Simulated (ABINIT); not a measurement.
Planning a run of ABINIT 10.8.3 on CsMgF3 (Pm-3m). The input:

```
acell 3*1.0 Angstrom
rprim 
  4.252307000000 0.000000000000 0.000000000000
  0.000000000000 4.252307000000 0.000000000000
  0.000000000000 0.000000000000 4.252307000000
ntypat 3
znucl 55 12 9
natom 5
typat 1 2 3 3 3
xred 
  0.000000000000 0.000000000000 0.000000000000
  0.500000000000 0.500000000000 0.500000000000
  0.000000000000 0.500000000000 0.500000000000
  0.500000000000 0.000000000000 0.500000000000
  0.500000000000 0.500000000000 0.000000000000
pp_dirpath "pseudos"
pseudos "Cs.upf, Mg.upf, F.upf"
ecut 38
ngkpt 2 2 2
nshiftk 1
shiftk 0 0 0
kptopt 1
chksymbreak 0
istwfk *1
occopt 1
irdwfk 1
optdriver 3
nband 70
ecuteps 3.9
inclvkb 2
awtr 1
symchi 1
indata_prefix "in"
outdata_prefix "out"
tmpdata_prefix "tmp"
```

```sh
OMP_NUM_THREADS=1 mpirun -n 4 abinit run.abi > log
```

Q: How long will it take on 4 MPI ranks of Arm Neoverse N1, shared host, and how much memory?

It took 16 s; on shared hardware allow 7.9 s to 32 s. Peak host memory was 0.74 GiB.

[Paths, hosts, dates, memory and timing lines, banners, echoed tables and standing remarks are left out of the program output.]

[Logs are printed without paths, hosts, clocks, repeated set-up lines and the standing remarks that a program may print on its own settings, such as how far it seeks lower states.]

[Runs of the session that timed out or met a known fault of the program may be left out.]

[Hosts, paths, dates, database ids (printed as entryN), source tags and the programs' standing remarks are cut or masked in the printed files.]

[G0W0 gaps are taken among the corrected bands and points alone; a level outside them can change the order at an edge.]

[Where Ansatz stands beside ABINIT at settings called matched, ABINIT's density can come from a denser mesh and the files from another edition; pairs whose starting gaps differed by over 0.03 eV were left out, so agreement reads better than it is.]
